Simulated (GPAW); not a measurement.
**A Mo chain with one atom pushed aside at constant bond length: a series of junctions**

Aim: how the conductance and the thermopower change along a series of junctions, a Mo chain with one atom pushed aside at constant bond length.

Method: GPAW LCAO, PAW setups; Landauer transmission from Green's functions with principal layers (ASE), zero bias, in GPAW 26.7.0.

## 1. Set-up

The cell holds 15 atoms: 15 Mo. Its edges and angles: a = 9.000 Å, b = 9.000 Å, c = 33.710 Å, α = 90.0°, β = 90.0°, γ = 90.0°. Regions: left lead, 7 atoms (7 Mo); channel, 1 atom (1 Mo); right lead, 7 atoms (7 Mo). Vacuum lies along a and b. The structure is stacked along c, and the current runs across the ab planes.

## 2. Junction, offset 0.3 Å

The structure changes from member to member while basis and functional stay, so that the trend is less open to errors of the level than any single value.

The input, run.py:

```python
import json
import numpy as np
from ase import Atoms
from ase.transport.calculators import TransportCalculator
from gpaw import GPAW, FermiDirac
from gpaw.lcao.tools import get_lcao_hamiltonian
from scipy.linalg import eigh

# The junction with lead layers at both ends, along the third cell vector
device = Atoms(
    ['Mo', 'Mo', 'Mo', 'Mo', 'Mo', 'Mo', 'Mo', 'Mo', 'Mo', 'Mo', 'Mo', 'Mo', 'Mo', 'Mo', 'Mo'],
    positions=[
        [4.50000, 4.50000, 1.12500],
        [4.50000, 4.50000, 3.37500],
        [4.50000, 4.50000, 5.62500],
        [4.50000, 4.50000, 7.87500],
        [4.50000, 4.50000, 10.12500],
        [4.50000, 4.50000, 12.37500],
        [4.50000, 4.50000, 14.62500],
        [4.80000, 4.50000, 16.85491],
        [4.50000, 4.50000, 19.08482],
        [4.50000, 4.50000, 21.33482],
        [4.50000, 4.50000, 23.58482],
        [4.50000, 4.50000, 25.83482],
        [4.50000, 4.50000, 28.08482],
        [4.50000, 4.50000, 30.33482],
        [4.50000, 4.50000, 32.58482]],
    cell=[[9.0, 0.0, 0.0], [0.0, 9.0, 0.0], [0.0, 0.0, 33.70982]],
    pbc=True)

# One principal layer of the lead: the first 5 atoms of the device
lead = Atoms(
    ['Mo', 'Mo', 'Mo', 'Mo', 'Mo'],
    positions=[
        [4.50000, 4.50000, 1.12500],
        [4.50000, 4.50000, 3.37500],
        [4.50000, 4.50000, 5.62500],
        [4.50000, 4.50000, 7.87500],
        [4.50000, 4.50000, 10.12500]],
    cell=[[9.0, 0.0, 0.0], [0.0, 9.0, 0.0], [0.0, 0.0, 11.25]],
    pbc=True)

settings = dict(mode='lcao', basis='dzp', xc='PBE', h=0.2,
                occupations=FermiDirac(0.1), maxiter=250,
                mixer=dict(beta=0.1, nmaxold=8, weight=100.0),
                convergence=dict(density=0.0001))
energies = np.arange(-3, 3 + 1e-9, 0.075)
eta = 0.0001
n1, n2 = 1, 1
# k and -k transmit alike, so half of the mesh across the current serves
mesh = [(i, j) for i in range(n1) for j in range(n2) if (i, j) <= (-i % n1, -j % n2)]
weights = np.array([1 if (i, j) == (-i % n1, -j % n2) else 2 for i, j in mesh]) / (n1 * n2)

# [... helper functions left out ...]
fermi_lead = ground_state(lead, (1, 1, 10), 'lead.txt')
fermi_device = ground_state(device, (1, 1, 3), 'device.txt')
# [... loop over the mesh left out, but for ...]
        # Shift the lead onto the potential of the device's first layer
        shift = ((H[:, 0, 0] - H0[:, 0, 0]) / S0[0, 0]).real.mean()
# [...]
kT = 8.617333e-5 * 300
bias = [0.1, 0.2, 0.5, 1.0, 1.5, 2.0]
# [... integrals and printing left out ...]
```

Run with:

```
$ OMP_NUM_THREADS=1 OPENBLAS_NUM_THREADS=1 python run.py
```

Output:

```text
basis functions: device 435, principal layer 145
Fermi level: lead -2.7421 eV, device -2.7429 eV; lead shifted by -0.0000 eV
largest coupling past the next layer 2.80e-05 eV, largest misfit of the first layer 0.003 eV
  E-E_F (eV)   T (one spin)  [channel counts left out]
    -3.000    2.9320e+00
    -2.925    2.9441e+00
    -2.850    2.9546e+00
    -2.775    2.9625e+00
    -2.700    2.9684e+00
    -2.625    2.9730e+00
    -2.550    2.9765e+00
    -2.475    2.9793e+00
    -2.400    2.9816e+00
    -2.325    2.9834e+00
    -2.250    2.9850e+00
    -2.175    2.9863e+00
    -2.100    2.9873e+00
    -2.025    2.9882e+00
    -1.950    2.9888e+00
    -1.875    2.9893e+00
[...]
2.475    1.9695e+00
     2.550    1.9617e+00
     2.625    1.9502e+00
     2.700    1.9325e+00
     2.775    1.9037e+00
     2.850    1.8511e+00
     2.925    1.7230e+00
     3.000    9.9336e-01
conductance at 300 K: 5.9868 G0 a cell; thermopower 0.01276 uV/K
current from the zero-bias T(E) at 0.1 V: 46.385 uA
current from the zero-bias T(E) at 0.2 V: 92.768 uA
current from the zero-bias T(E) at 0.5 V: 231.87 uA
current from the zero-bias T(E) at 1.0 V: 463.32 uA
current from the zero-bias T(E) at 1.5 V: 691.65 uA
current from the zero-bias T(E) at 2.0 V: 887.6 uA
```

The job ended after 5 min (1 thread of Arm Neoverse V1, shared host; peak memory 1.4 GiB).

This step gave:

- conductance: 5.987 G₀
- largest coupling past the next principal layer: 2.80e-5 eV
- largest misfit of the first principal layer: 0.002891 eV
- shift that aligns the lead: -2.66e-5 eV
- basis functions of the junction: 435
- basis functions of a principal layer: 145
- transmission at the Fermi level (one spin): 5.987

One spin. The transmission, zone mean by energy, zero at the Fermi level:

```
energy (eV)  transmission, zone mean
      -3.00                     2.93
      -2.77                     2.96
      -2.55                     2.98
      -2.40                     2.98
      -2.17                     2.99
      -1.95                     2.99
      -1.73                     2.99
      -1.57                     2.99
      -1.50                     4.41
      -1.35                     3.98
      -1.12                     3.99
      -0.90                     3.98
      -0.75                     5.78
      -0.53                     5.97
      -0.30                     5.98
      -0.07                     5.99
       0.00                     5.99
       0.07                     5.99
       0.30                     5.98
       0.53                     5.95
       0.75                     5.91
       0.90                     5.85
       1.12                     5.63
       1.35                     3.11
       1.57                     3.94
       1.73                     3.95
       1.95                     3.85
       2.17                     1.98
       2.40                     1.97
       2.55                     1.96
       2.77                     1.90
       3.00                    0.993
```

Not self-consistent under bias; the bias window is split evenly. Current through one cell, from the zero-bias transmission against bias:

```
bias (V)  current through one cell, from the zero-bias transmission (mA)
   0.100                                                          0.0464
   0.200                                                          0.0928
   0.500                                                           0.232
   1.000                                                           0.463
   1.500                                                           0.692
   2.000                                                           0.888
```

Transmission of the three most open eigenchannels against energy, zero at the Fermi level:

```
energy (eV)  channel 1  channel 2  channel 3
      -3.00      0.998      0.993      0.940
      -2.77      0.999      0.996      0.968
      -2.55      0.999      0.997      0.981
      -2.40      0.999      0.997      0.986
      -2.17      0.999      0.997      0.990
      -1.95      0.999      0.998      0.992
      -1.73      0.999      0.998      0.993
      -1.57      0.999      0.998      0.991
      -1.35      0.999      0.997      0.993
      -1.12      0.999      0.997      0.997
      -0.90      0.999      0.998      0.992
      -0.75      0.999      0.998      0.986
      -0.53      0.999      0.999      0.998
      -0.30      0.999      0.999      0.998
      -0.07      0.999      0.999      0.998
       0.00      0.999      0.999      0.998
       0.07      0.999      0.999      0.998
       0.30      0.999      0.999      0.998
       0.53      0.999      0.998      0.998
       0.75      0.999      0.998      0.998
       0.90      0.999      0.998      0.996
       1.12      0.999      0.998      0.981
       1.35      0.999      0.997      0.570
       1.57      0.999      0.996      0.976
       1.73      0.998      0.994      0.986
       1.95      0.991      0.975      0.960
       2.17      0.995      0.988     4.1e-5
       2.40      0.996      0.979     4.1e-5
       2.55      0.996      0.965     4.2e-5
       2.77      0.996      0.908     4.2e-5
       3.00      0.993     4.4e-5     9.9e-7
```

Couplings past the next layer reach 2.8e-5 eV, small enough to drop; the matrix elements of the cell's first layer differ from the bulk lead's by up to 0.0029 eV. That layer keeps its own values in the calculation, and only beyond it is the lead taken as perfect. The Fermi levels of lead and junction count from different zeros of potential, one for each periodic cell; with both set to zero, the small remaining shift is what aligns them. By hand: G = 5.987 × 77.48 μS = 464 μS, a resistance of 2.16 kΩ; at 0.1 V a linear junction would pass 46.4 μA, and the integral over the bias window gives 46.4 μA.

## 3. Junction: offset = 0.6

The cell differs from the one that the last finished run ended in (c 33.710 → 33.587 Å).

run.py: that of step 2 with these lines changed.

```diff
@@ -19,11 +19,11 @@
         [4.50000, 4.50000, 14.62500],
-        [4.80000, 4.50000, 16.85491],
-        [4.50000, 4.50000, 19.08482],
-        [4.50000, 4.50000, 21.33482],
-        [4.50000, 4.50000, 23.58482],
-        [4.50000, 4.50000, 25.83482],
-        [4.50000, 4.50000, 28.08482],
-        [4.50000, 4.50000, 30.33482],
-        [4.50000, 4.50000, 32.58482]],
-    cell=[[9.0, 0.0, 0.0], [0.0, 9.0, 0.0], [0.0, 0.0, 33.70982]],
+        [5.10000, 4.50000, 16.79352],
+        [4.50000, 4.50000, 18.96205],
+        [4.50000, 4.50000, 21.21205],
+        [4.50000, 4.50000, 23.46205],
+        [4.50000, 4.50000, 25.71205],
+        [4.50000, 4.50000, 27.96205],
+        [4.50000, 4.50000, 30.21205],
+        [4.50000, 4.50000, 32.46205]],
+    cell=[[9.0, 0.0, 0.0], [0.0, 9.0, 0.0], [0.0, 0.0, 33.58705]],
     pbc=True)
```

Output:

```text
basis functions: device 435, principal layer 145
Fermi level: lead -2.7421 eV, device -2.7297 eV; lead shifted by 0.0028 eV
largest coupling past the next layer 2.80e-05 eV, largest misfit of the first layer 0.008 eV
  E-E_F (eV)   T (one spin)  [channel counts left out]
    -3.000    2.5115e+00
    -2.925    2.5656e+00
    -2.850    2.6145e+00
    -2.775    2.6560e+00
    -2.700    2.6918e+00
    -2.625    2.7229e+00
    -2.550    2.7499e+00
    -2.475    2.7734e+00
    -2.400    2.7937e+00
    -2.325    2.8112e+00
    -2.250    2.8263e+00
    -2.175    2.8393e+00
    -2.100    2.8502e+00
    -2.025    2.8594e+00
    -1.950    2.8669e+00
    -1.875    2.8726e+00
[...]
2.475    1.4539e+00
     2.550    1.3847e+00
     2.625    1.3149e+00
     2.700    1.2430e+00
     2.775    1.1656e+00
     2.850    1.0769e+00
     2.925    9.6776e-01
     3.000    8.1971e-01
conductance at 300 K: 5.8747 G0 a cell; thermopower 0.2098 uV/K
current from the zero-bias T(E) at 0.1 V: 45.513 uA
current from the zero-bias T(E) at 0.2 V: 90.996 uA
current from the zero-bias T(E) at 0.5 V: 227 uA
current from the zero-bias T(E) at 1.0 V: 450.46 uA
current from the zero-bias T(E) at 1.5 V: 662.68 uA
current from the zero-bias T(E) at 2.0 V: 841.64 uA
```

Wall time 4.4 min (1 thread); peak memory 1.4 GiB.

Numbers from this step:

```yaml
conductance: 5.875 G₀
largest_misfit_of_the_first_principal_layer: 0.008264 eV
shift_that_aligns_the_lead: 0.002837 eV
transmission_at_the_fermi_level_one_spin: 5.877
```

One spin. Table of transmission, zone mean by energy, zero at the Fermi level:

energy (eV), transmission, zone mean and a bar from the least value:
```
  -3.0000       2.51 ##########
  -2.7750       2.66 ###########
  -2.4750       2.77 ############
  -2.2500       2.83 ############
  -2.0250       2.86 ############
  -1.7250       2.88 ############
  -1.5000       4.18 ####################
  -1.2750       3.92 ##################
  -0.9750       3.88 ##################
  -0.7500       4.97 #########################
  -0.5250       5.71 #############################
  -0.2250       5.88 ##############################
  -0.0750       5.89 ##############################
   0.0000       5.88 ##############################
   0.2250       5.80 ##############################
   0.5250       5.62 ############################
   0.7500       5.40 ###########################
   0.9750       5.08 #########################
   1.2750       4.24 ####################
   1.5000       3.46 ################
   1.7250       3.61 #################
   2.0250       1.79 ######
   2.2500       1.65 #####
   2.4750       1.45 ####
   2.7750       1.17 ##
   3.0000       0.82
```

Not self-consistent under bias; the bias window is split evenly. Table of current through one cell, from the zero-bias transmission by bias:

```
bias (V)  current through one cell, from the zero-bias transmission (mA)
   0.100                                                          0.0455
   0.200                                                          0.0910
   0.500                                                           0.227
   1.000                                                           0.450
   1.500                                                           0.663
   2.000                                                           0.842
```

Transmission of the three most open eigenchannels against energy, zero at the Fermi level:

```
energy (eV)  channel 1  channel 2  channel 3
    -3.0000      0.996      0.915      0.600
    -2.7750      0.997      0.947      0.712
    -2.4750      0.998      0.967      0.809
    -2.2500      0.998      0.974      0.854
    -2.0250      0.998      0.978      0.883
    -1.7250      0.998      0.981      0.898
    -1.5000      0.997      0.981      0.942
    -1.2750      0.996      0.993      0.980
    -0.9750      0.998      0.995      0.972
    -0.7500      0.998      0.995      0.991
    -0.5250      0.998      0.997      0.988
    -0.2250      0.999      0.997      0.988
     0.0000      0.999      0.998      0.993
     0.2250      0.999      0.998      0.997
     0.5250      0.999      0.998      0.998
     0.7500      0.999      0.997      0.997
     0.9750      0.999      0.998      0.994
     1.2750      0.998      0.981      0.970
     1.5000      0.997      0.964      0.751
     1.7250      0.987      0.940      0.903
     2.0250      0.935      0.851     1.5e-4
     2.2500      0.970      0.683     1.6e-4
     2.4750      0.963      0.491     1.8e-4
     2.7750      0.924      0.241     1.9e-4
     3.0000      0.820     2.1e-4     1.8e-7
```

The conductance, 5.87 G₀, lies 1.9 % below that of the member before.

## 4. Junction: offset = 0.9

The cell differs from the one that the last finished run ended in (c 33.587 → 33.374 Å).

run.py: that of step 3 with these lines changed.

```diff
@@ -19,11 +19,11 @@
         [4.50000, 4.50000, 14.62500],
-        [5.10000, 4.50000, 16.79352],
-        [4.50000, 4.50000, 18.96205],
-        [4.50000, 4.50000, 21.21205],
-        [4.50000, 4.50000, 23.46205],
-        [4.50000, 4.50000, 25.71205],
-        [4.50000, 4.50000, 27.96205],
-        [4.50000, 4.50000, 30.21205],
-        [4.50000, 4.50000, 32.46205]],
-    cell=[[9.0, 0.0, 0.0], [0.0, 9.0, 0.0], [0.0, 0.0, 33.58705]],
+        [5.40000, 4.50000, 16.68716],
+        [4.50000, 4.50000, 18.74932],
+        [4.50000, 4.50000, 20.99932],
+        [4.50000, 4.50000, 23.24932],
+        [4.50000, 4.50000, 25.49932],
+        [4.50000, 4.50000, 27.74932],
+        [4.50000, 4.50000, 29.99932],
+        [4.50000, 4.50000, 32.24932]],
+    cell=[[9.0, 0.0, 0.0], [0.0, 9.0, 0.0], [0.0, 0.0, 33.37432]],
     pbc=True)
```

Output:

```text
basis functions: device 435, principal layer 145
Fermi level: lead -2.7421 eV, device -2.7013 eV; lead shifted by 0.0063 eV
largest coupling past the next layer 2.80e-05 eV, largest misfit of the first layer 0.017 eV
  E-E_F (eV)   T (one spin)  [channel counts left out]
    -3.000    1.7596e+00
    -2.925    1.8378e+00
    -2.850    1.9115e+00
[...]
2.925    5.5054e-01
     3.000    2.5091e-01
conductance at 300 K: 5.3387 G0 a cell; thermopower 0.3791 uV/K
current from the zero-bias T(E) at 0.1 V: 41.356 uA
current from the zero-bias T(E) at 0.2 V: 82.661 uA
current from the zero-bias T(E) at 0.5 V: 205.83 uA
current from the zero-bias T(E) at 1.0 V: 405.95 uA
current from the zero-bias T(E) at 1.5 V: 591.46 uA
current from the zero-bias T(E) at 2.0 V: 746.91 uA
```

It took 4.6 min on 1 thread; peak memory 1.4 GiB.

The conductance, 5.34 G₀, lies 9.1 % below that of the member before.

## 5. Member of the series: offset = 1.2

The cell differs from the one that the last finished run ended in (c 33.374 → 33.057 Å).

run.py: that of step 4 with these lines changed.

```diff
@@ -19,11 +19,11 @@
         [4.50000, 4.50000, 14.62500],
-        [5.40000, 4.50000, 16.68716],
-        [4.50000, 4.50000, 18.74932],
-        [4.50000, 4.50000, 20.99932],
-        [4.50000, 4.50000, 23.24932],
-        [4.50000, 4.50000, 25.49932],
-        [4.50000, 4.50000, 27.74932],
-        [4.50000, 4.50000, 29.99932],
-        [4.50000, 4.50000, 32.24932]],
-    cell=[[9.0, 0.0, 0.0], [0.0, 9.0, 0.0], [0.0, 0.0, 33.37432]],
+        [5.70000, 4.50000, 16.52829],
+        [4.50000, 4.50000, 18.43157],
+        [4.50000, 4.50000, 20.68157],
+        [4.50000, 4.50000, 22.93157],
+        [4.50000, 4.50000, 25.18157],
+        [4.50000, 4.50000, 27.43157],
+        [4.50000, 4.50000, 29.68157],
+        [4.50000, 4.50000, 31.93157]],
+    cell=[[9.0, 0.0, 0.0], [0.0, 9.0, 0.0], [0.0, 0.0, 33.05657]],
     pbc=True)
```

Output:

```text
basis functions: device 435, principal layer 145
Fermi level: lead -2.7421 eV, device -2.6546 eV; lead shifted by 0.0054 eV
largest coupling past the next layer 2.80e-05 eV, largest misfit of the first layer 0.027 eV
  E-E_F (eV)   T (one spin)  [channel counts left out]
    -3.000    1.2360e+00
    -2.925    1.2428e+00
    -2.850    1.2511e+00
[...]
2.925    1.1117e+00
     3.000    9.9932e-01
conductance at 300 K: 4.5048 G0 a cell; thermopower -0.01838 uV/K
current from the zero-bias T(E) at 0.1 V: 34.896 uA
current from the zero-bias T(E) at 0.2 V: 69.752 uA
current from the zero-bias T(E) at 0.5 V: 173.68 uA
current from the zero-bias T(E) at 1.0 V: 342.27 uA
current from the zero-bias T(E) at 1.5 V: 499.93 uA
current from the zero-bias T(E) at 2.0 V: 630.79 uA
```

Run time: 4.3 min. Hardware: 1 thread; peak memory 1.4 GiB.

The conductance, 4.50 G₀, lies 16 % below that of the member before.

## 6. The series together

Times are for 1 thread of Arm Neoverse V1, shared host. The series side by side:

```
no.  offset (Å)  conductance (G₀)     time  memory (GiB)
  1         0.3             5.987    5 min           1.4
  2         0.6             5.875  4.4 min           1.4
  3         0.9             5.339  4.6 min           1.4
  4         1.2             4.505  4.3 min           1.4
```

The runs together. Table of transmission, zone mean by energy, zero at the Fermi level:

```
energy (eV)    0.3    0.6    0.9    1.2
      -3.00   2.93   2.51   1.76   1.24
      -2.77   2.96   2.66   1.98   1.26
      -2.55   2.98   2.75   2.15   1.31
      -2.25   2.98   2.83   2.30   1.44
      -2.02   2.99   2.86   2.38   1.54
      -1.80   2.99   2.88   2.41   1.58
      -1.57   2.99   2.85   2.28   1.75
      -1.50   4.41   4.18   3.67   3.36
      -1.35   3.98   3.91   3.63   2.96
      -1.05   3.99   3.91   3.53   2.68
      -0.82   3.90   3.67   3.12   2.61
      -0.60   5.94   5.60   4.91   4.06
      -0.38   5.98   5.83   5.27   4.34
      -0.15   5.99   5.89   5.35   4.48
      -0.07   5.99   5.89   5.36   4.50
       0.00   5.99   5.88   5.34   4.51
       0.15   5.98   5.84   5.27   4.49
       0.38   5.97   5.72   5.10   4.39
       0.60   5.94   5.55   4.87   4.23
       0.82   5.88   5.30   4.62   4.05
       1.05   5.73   4.94   4.30   3.74
       1.35   3.11   3.08   3.19   2.64
       1.57   3.94   3.54   3.07   2.64
       1.73   3.95   3.61   3.02   2.00
       1.80   3.95   3.61   2.89   1.71
       2.02   1.96   1.79   1.25  0.884
       2.25   1.98   1.65  0.978  0.962
       2.55   1.96   1.38  1.000  0.930
       2.77   1.90   1.17  0.454   1.81
       3.00  0.993  0.820  0.251  0.999
```

The runs together. Table of current through one cell, from the zero-bias transmission by bias:

```
bias (V)  0.3 (mA)  0.6 (mA)  0.9 (mA)  1.2 (mA)
   0.100    0.0464    0.0455    0.0414    0.0349
   0.200    0.0928    0.0910    0.0827    0.0698
   0.500     0.232     0.227     0.206     0.174
   1.000     0.463     0.450     0.406     0.342
   1.500     0.692     0.663     0.591     0.500
   2.000     0.888     0.842     0.747     0.631
```

(Continued in part 2 of 2.)

[Logs are printed without paths, hosts, clocks, repeated set-up lines and the standing remarks that a program may print on its own settings, such as how far it seeks lower states.]

[Hosts, paths, dates, database ids (printed as entryN), source tags and the programs' standing remarks are cut or masked in the printed files.]
